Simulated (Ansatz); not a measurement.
# GeF2 monolayer (1T): following an unstable mode, part 3 of 3

Wanted: the energy along a soft mode of GeF2 monolayer (1T) and the structure at the end.

Ansatz 0.2.0; DFT PBEsol, scalar-relativistic, plane waves, PAW.

So far. Step 4 (The mode frozen in, largest atomic shift 0.32 Å): The energy, extrapolated to zero smearing, is -64.88 meV/atom against the undistorted cell. Step 5 (Energy along the mode, all amplitudes (two of the runs …): The lowest of the steps tried is at 0.32 Å, 64.9 meV/atom below the parent; the bottom of the well need not coincide with a step.

**7. The new phase in its own primitive cell**

The relaxed structure is symmetrised, reduced to its primitive cell and relaxed tightly, as its phonons need.

Input file input.yaml:

```yaml
crystal:
  lattice:
    - [4.9289011941, 0.0, 0.0]
    - [0.0, 5.2475688329, 0.0]
    - [0.0, 0.0, 27.6]
  atoms:
    - { symbol: Ge, position: [0.0608708186, 0.0, 0.3623188406] }
    - { symbol: Ge, position: [0.4391291814, 0.5, 0.3623188406] }
    - { symbol: F, position: [0.1718511391, 0.3451853073, 0.401347735] }
    - { symbol: F, position: [0.3281488609, 0.8451853073, 0.401347735] }
    - { symbol: F, position: [0.3281488609, 0.1548146927, 0.3232899461] }
    - { symbol: F, position: [1.1718511391, 0.6548146927, 0.3232899461] }
  periodic: [true, true, false]
kpoints:
  mp_grid: { grid: [6, 4, 1] }
hamiltonian:
  xc: pbesol
scf:
  occupations: { method: fixed }
output:
  forces: true
  stress: true
  eigenvalues: true
relax:
  adjacent_minimum: "off"
  f_tol: 0.001
  max_steps: 60
  cell: { stress_2d_tol: 0.002 }
```

Launch:

```sh
ansatz run input.yaml --threads 8 --pin off --max-ram 14336MiB --backend cpu --events-out ev --progress --plain --runs-dir out
```

Numbers of over 12 decimals in the logs are rounded to 6 here.

The log of the run:

```text
[...]
Crystal: 6 atoms, lattice volume = 713.867 Å³
Basis set: ecut = 420 eV, 13929 PW (Γ), exchange–correlation on 72×72×384 points (8 copies of the dense FFT grid, shifted against one another)
Bands: 34, of which v1, the nominal top of the filled ones, is band 28 counted from 1 (27 counted from 0)
Symmetry: 4 space group operations
[...]
k-points: 12 of 24
[...]
cell:  # Å, volume = 714.0968 Å³
    - [4.930726, 0.0, 0.0]
    - [0.0, 5.247315, 0]
    - [0.0, 0, 27.6]
  atoms:
    - { symbol: Ge, position: [0.060926, 0.0, 0.362319] }
    - { symbol: Ge, position: [0.439074, 0.500000, 0.362319] }
    - { symbol: F, position: [0.171878, 0.345170, 0.401349] }
    - { symbol: F, position: [0.328122, 0.845170, 0.401349] }
    - { symbol: F, position: [0.328122, 0.154830, 0.323289] }
    - { symbol: F, position: [1.171878, 0.654830, 0.323289] }
[key lines of the parts left out:]
SCF converged after 8 iterations
Free energy (F): -11709.672635 eV
Fermi energy:    -7.025104 eV
P = ½ c Tr σ = -0.0002 N/m
```

The job ended after 7 s (8 threads of Intel Xeon 6975P-C (Granite Rapids), shared host; peak memory 1.7 GiB).

Little changed from the start: no atom moved by 0.005 Å and no cell edge by 0.1 %.

This step gave:

| Property | Result |
| --- | --- |
| direct gap on mesh | 3.786 eV |
| area per atom | 4.312 Å² |

The largest force component left is 0.72 meV/Å, within the tolerances set.

**8. Modes of the new phase, k-mesh 6×4×1**

A relaxed structure may still be a saddle point, so its zone-centre modes are computed. The response to a homogeneous field gives the Born charges and the dielectric tensor, and its change with displacement the Raman tensors.

Input file input.yaml:

```yaml
crystal:
  lattice:
    - [4.930726057, 0.0, 0.0]
    - [0.0, 5.2473152404, 0.0]
    - [0.0, 0.0, 27.6]
  atoms:
    - { symbol: Ge, position: [0.0609260843, 0.0, 0.3623188406] }
    - { symbol: Ge, position: [0.4390739157, 0.5, 0.3623188406] }
    - { symbol: F, position: [0.1718780187, 0.3451699172, 0.4013488519] }
    - { symbol: F, position: [0.3281219813, 0.8451699172, 0.4013488519] }
    - { symbol: F, position: [0.3281219813, 0.1548300828, 0.3232888292] }
    - { symbol: F, position: [1.1718780187, 0.6548300828, 0.3232888292] }
  periodic: [true, true, false]
kpoints:
  mp_grid: { grid: [6, 4, 1] }
hamiltonian:
  xc: pbesol
scf:
  occupations: { method: fixed }
output:
  eigenvalues: true
phonons:
  method: dfpt
  dielectric: true
  raman: true
```

The log of the run:

```text
Warning: phonons.dielectric: true without phonons.rigid_motions: the static dielectric tensor ε⁰ will be withheld (ε∞, Z* and the rows of modes are given); for a crystal or a slab, whose only rigid motions are the translations, set phonons.rigid_motions: translations
[...]
Crystal: 6 atoms, lattice volume = 714.097 Å³
Basis set: ecut = 420 eV, 13933 PW (Γ), exchange–correlation on 72×72×384 points (8 copies of the dense FFT grid, shifted against one another)
Bands: 34, of which v1, the nominal top of the filled ones, is band 28 counted from 1 (27 counted from 0)
Symmetry: 4 space group operations
k-points: 14 of 24 (irreducible under 1 space group operation, time reversal used)
[...]
SCF iter   1: F=—  HF=-11709.692709 eV  |F-HF|=—  |Δ(HF+E_count)|=         —  Δρ=4.19e-3  dr2=8.81e-2  ethr=1.77e-3  ⟨swp⟩=5.2  Hψ=1906  notcnv=0  defer=53
[...]
SCF iter   9: F=-11709.672635 eV  HF=-11709.672635 eV  |F-HF|=1.04e-10  |Δ(HF+E_count)|=   4.25e-9  Δρ=1.05e-7  dr2=4.31e-11  ethr=1.00e-12  ⟨swp⟩=21.8  Hψ=3840  notcnv=0
SCF 1 converged in 9 iterations: F = -11709.672635 eV  dr2 = 4.31e-11
[...]
NSCF: frozen V_eff on 12 k-points
[...]
DFPT response loops at Γ: preconditioner auto → none (the input reference at scf.mixing.eps_inf says where Resta's filter doesn't serve); β = 0.50; Broyden in place of MSR1
── the response to a field inside a basis, on 6×6×1 k-points: an SCF that follows is theirs, and a resumed run solves both again ──
Bands: 29, of which v1, the nominal top of the filled ones, is band 28 counted from 1 (27 counted from 0)
k-points: 9 of 36 (irreducible under 2 space group operations, time reversal used)
[...]
Eigensolver: Dense (9 Hₖ)
SCF iter   1: F=—  HF=-11709.655771 eV  |F-HF|=—  |Δ(HF+E_count)|=         —  Δρ=1.53e-4  dr2=4.40e-5  ethr=1.00e-1
[...]
SCF iter   6: F=-11709.655767 eV  HF=-11709.655767 eV  |F-HF|=7.28e-11  |Δ(HF+E_count)|=   2.50e-9  Δρ=1.32e-7  dr2=7.61e-11  ethr=5.23e-12
SCF 1 converged in 6 iterations: F = -11709.655767 eV  dr2 = 7.61e-11
[...]
SCF converged after 9 iterations
Free energy (F): -11709.672635 eV
[...]
Internal energy: -11709.672635 eV  (E = F + TS)
E sigma→0 (E₀):  -11709.672635 eV
Fermi energy:    -7.025107 eV
[...]
--- Band table (eV; the first three rows and the last of 14) ---
  k-point 0: bands = [... 24 lower, -10.0008, -9.6973, -9.2121, -7.0251, -3.2390, -2.1012, -0.8203 (-0.8203°), -0.2804, ... 2 higher]
  k-point 1: bands = [... 24 lower, -9.8770, -9.8751, -8.8677, -7.3827, -2.8500, -2.0043, -0.8393 (-0.8393°), -0.6114 (-0.6114°), ... 2 higher]
  k-point 2: bands = [... 24 lower, -9.8233, -9.8233, -8.1534, -8.1534, -2.0388, -2.0388, -1.2833, -1.2833, ... 2 higher]
  k-point 13: bands = [... 24 lower, -9.8061, -9.8061, -7.7606, -7.7606, -2.1800, -2.1800, -1.4826, -1.4826, ... 2 higher]
  ° read free of the cell's end (the report's vacuum.weakly_bound_levels)
[...]
ASR residual: 1.199e-4 → 0.000e0 eV/Å²; symmetrization residual: 3.202e-6 eV/Å²
[...]
ASR residual per site (eV/Å²): 3.14e-5 3.14e-5 1.20e-4 1.20e-4 1.20e-4 1.20e-4
  Γ frequencies (cm⁻¹): 0.00 0.00 0.00 15.65 64.60 95.74 138.48 144.56 145.99 206.60 239.23 266.03 275.11 284.42 439.30 452.45 469.82 488.32
  ε∞ (high-frequency dielectric tensor):
        1.235306     0.000000     0.000000
        0.000000     1.305518     0.001959
        0.000000     0.001959     1.087558
  α∞ (the layer's polarisability for a field applied outside it; Å, Gaussian; ε∞ is over the cell's 27.600 Å):
        0.516812     0.000000     0.000000
        0.000000     0.671020     0.004303
        0.000000     0.004303     0.192306
  ε⁰ (static dielectric tensor): not given — the deck does not say what the cell's rigid motions are, and on a molecule in a box or a wire the rigid rotations would enter the sum over the modes at Γ. For a crystal or a slab, whose only rigid motions are the translations, set phonons.rigid_motions: translations.
  Born effective charges Z* (e; rows j = field, columns β = displacement):
    site 0:
         2.24151    0.00000    0.00000
         0.00000    3.18248    0.02820
         0.00000    0.05263    0.73020
    site 1:
         2.24151    0.00000    0.00000
         0.00000    3.18248    0.02820
         0.00000    0.05263    0.73020
    site 2:
        -1.12076   -0.56275    0.24604
        -0.96360   -1.59124   -0.01410
         0.13130   -0.02631   -0.36510
    site 3:
        -1.12076    0.56275   -0.24604
         0.96360   -1.59124   -0.01410
        -0.13130   -0.02631   -0.36510
    site 4:
        -1.12076   -0.56275    0.24604
        -0.96360   -1.59124   -0.01410
         0.13130   -0.02631   -0.36510
    site 5:
        -1.12076    0.56275   -0.24604
         0.96360   -1.59124   -0.01410
        -0.13130   -0.02631   -0.36510
  Z* charge neutrality: 1.538e-3 e pre-enforcement
  solved inside a basis spanned on kpoints, on 6×6×1 k-points: ε∞ is read to err by 1.4e-3, Z* by 1.5e-2 e (field_mesh: kpoints solves on kpoints); Z* is corrected for what the basis lacks
  Raman tensors (in the event stream and the table raman_tensors.tsv): an entry may err by 6.2e-2 Å², one of the second-order susceptibility by 6.0e-21 pm/V (basis, points and sum rule); their sum over the sites missed zero by 8.882e-16 Å² ahead of its enforcement
  optical modes at Γ without the LO–TO term, one row a degenerate level:
      ω (cm⁻¹)  modes    IR ((D/Å)²/amu)  static Raman (Å⁴/amu)  depolarisation
         15.65      1             0.0000                 0.1262           0.750
         64.60      1             5.9691                 0.0000               —
         95.74      1             0.0000                 0.0697           0.750
        138.48      1            14.9749                 0.0000               —
        144.56      1             0.0000                 2.2921           0.750
        145.99      1             0.0000                 3.2634           0.115
        206.60      1             0.0000                 2.3636           0.260
        239.23      1             0.8781                 0.0000               —
        266.03      1             0.0000                 2.2870           0.234
        275.11      1             0.0000                 3.6351           0.750
        284.42      1             0.0330                 0.0000               —
        439.30      1             0.0000                18.2507           0.750
        452.45      1             3.3764                 0.0000               —
        469.82      1             0.0000                42.7843           0.084
        488.32      1            10.2146                 0.0000               —
```

Wall time 2.4 min (8 threads); peak memory 5.8 GiB.

Numbers from this step:

```
sum-rule residual before enforcement                    : 1.20e-4 eV/Å²
miss of the charge sum rule                             : 0.001538 e
estimated error of the dielectric tensor                : 0.001441
estimated error of the Born charges                     : 0.01537 e
point group                                             : 2/m
highest optical mode at the zone centre (no LO-TO term) : 488.3 cm⁻¹
lowest optical zone-centre mode                         : 15.65 cm⁻¹
largest Born charge (third of the trace)                : 2.051 e
```

Without the LO-TO term. Patterns of degenerate modes are one choice out of their space. Modes at Γ, with each element's share of the kinetic energy:

```
mode  frequency (cm⁻¹)  symmetry  Ge %  F %
   1               0.0  acoustic    66   34
   2               0.0  acoustic    66   34
   3               0.0  acoustic    66   34
   4              15.7        Bg    62   38
   5              64.6        Bu    25   75
   6              95.7        Bg    44   56
   7             138.5        Bu    18   82
   8             144.6        Bg    54   46
   9             146.0        Ag    20   80
  10             206.6        Ag    52   48
  11             239.2        Au     8   92
  12             266.0        Ag     9   91
  13             275.1        Bg    21   79
  14             284.4        Au     5   95
  15             439.3        Bg    18   82
  16             452.4        Bu    27   73
  17             469.8        Ag    18   82
  18             488.3        Au    22   78
```

Displacements in mode 4 (15.7 cm⁻¹), the largest set to 1:
```
Ge1  0.00  0.06  0.98
Ge2  0.00 -0.06 -0.98
F3   1.00 -0.02  0.34
F4   1.00  0.02 -0.34
F5  -1.00  0.02 -0.34
F6  -1.00 -0.02  0.34
```

Displacements in mode 17 (469.8 cm⁻¹), the largest set to 1:
```
Ge1  0.43  0.00  0.00
Ge2 -0.43  0.00  0.00
F3   0.73  0.14 -1.00
F4  -0.73  0.14 -1.00
F5  -0.73 -0.14  1.00
F6   0.73 -0.14  1.00
```

High-frequency dielectric tensor, averaged over the cell of height 27.6 Å or as lengthened by the program, vacuum included. Tensor:

```
       x      y      z
x  1.235      0      0
y      0  1.306  0.002
z      0  0.002  1.088
```

Born charge (rows field, columns displacement) (e), principal values of the symmetric part by kind of site:

```
atom  atoms with these values    low  middle   high   mean
 Ge1                        2   0.73    2.24   3.18   2.05
  F3                        4  -2.16   -0.65  -0.27  -1.03
```

In full for F3:

```
-1.12 -0.56  0.25
-0.96 -1.59 -0.01
 0.13 -0.03 -0.37
```

Transverse modes. Lines of the infrared spectrum (strongest = 100):

```
position (cm⁻¹)  relative intensity
             16                 0.0
             65                  40
             96                 0.0
            138                 100
            145                 0.0
            146                 0.0
            207                 0.0
            239                 5.9
            266                 0.0
            275                 0.0
            284                 0.2
            439                 0.0
            452                  23
            470                 0.0
            488                  68
```

Activity x (w_L - w)^4 (n + 1)/w, 532 nm, 300 K. Lines of the Raman spectrum (strongest = 100):

```
position (cm⁻¹)  relative intensity
             16                 100
             65                 0.0
             96                 1.8
            138                 0.0
            145                  28
            146                  39
            207                  16
            239                 0.0
            266                  10
            275                  15
            284                 0.0
            439                  39
            452                 0.0
            470                  83
            488                 0.0
```

Before it was imposed, the acoustic sum rule was missed by 1.2e-4 eV/Å² and the charge sum rule by 0.0015 e. Small misses are needed for a sound result but don't prove that mesh and cutoff are converged. The lowest optical mode is real, 15.7 cm⁻¹.

**9. The phases reached**

The phases reached along the modes that were followed are set side by side.

Energies are those of the first relaxation, on the mesh of the frozen mode; space group, volume and gap are those of the last relaxation. Phases, by row:

```
             mode frozen in  space group  energy from parent (meV/atom)  volume (Å³/atom)  gap on mesh (eV)  lowest zone-centre optical mode (cm⁻¹)  largest shift (Å)
                     parent        P-3m1                              0             99.69             2.521                                       –                  –
q = (0, -0.5, 0), 207i cm⁻¹       P2_1/m                         -159.1             102.5             3.985                                   -86.5              0.836
q = (0, -0.5, 0), 206i cm⁻¹         P2/c                         -199.4               119             3.786                                    15.7              0.856
```

**10. Summary of results**

| Quantity | Value |
| --- | --- |
| unstable mode of the parent | q = (0, -0.5, 0), 206i cm⁻¹ |
| depth at the lowest point sampled | 64.9 meV/atom |
| largest atomic shift at that point | 0.32 Å |
| space group reached (within 0.01 Å) | P2/c |
| energy gained over the parent (first relaxation, on the mesh of the frozen mode) | 199 meV/atom |
| area per atom, phase reached | 4.31 Å² |
| gap on the k-mesh, phase reached | 3.79 eV |
| lowest optical zone-centre mode, phase reached | 15.7 cm⁻¹ |
| highest optical mode at the zone centre (no LO-TO term), phase reached | 488 cm⁻¹ |

In words: Along this mode the structure falls into P2/c, 199 meV/atom below the parent. At the parent's cell the well is 64.88 meV/atom deep on the steps tried, with its lowest point at a shift of 0.32 Å. Relaxing atoms and cell changes the gain by +134.55 meV/atom against the lowest step (energies at zero smearing). Most of the total comes from this relaxation. The new phase has no imaginary mode at the zone centre of its cell; other wavevectors were not checked. Of the 2 patterns followed to their end from this parent, this one reaches the lowest energy. Each path keeps the symmetry of its pattern, so a lower phase may lie along a pattern not tried. In a sheet or slab the interpolated bending branch near Γ is rough, since the rotational sum rule isn't imposed. Dielectric tensors refer to the cell with its vacuum. The starting cell was built on a prototype and not taken from a measurement.

[Logs are printed without paths, hosts, clocks, repeated set-up lines and the standing remarks that a program may print on its own settings, such as how far it seeks lower states.]

[Hosts, paths, dates, database ids (printed as entryN), source tags and the programs' standing remarks are cut or masked in the printed files.]
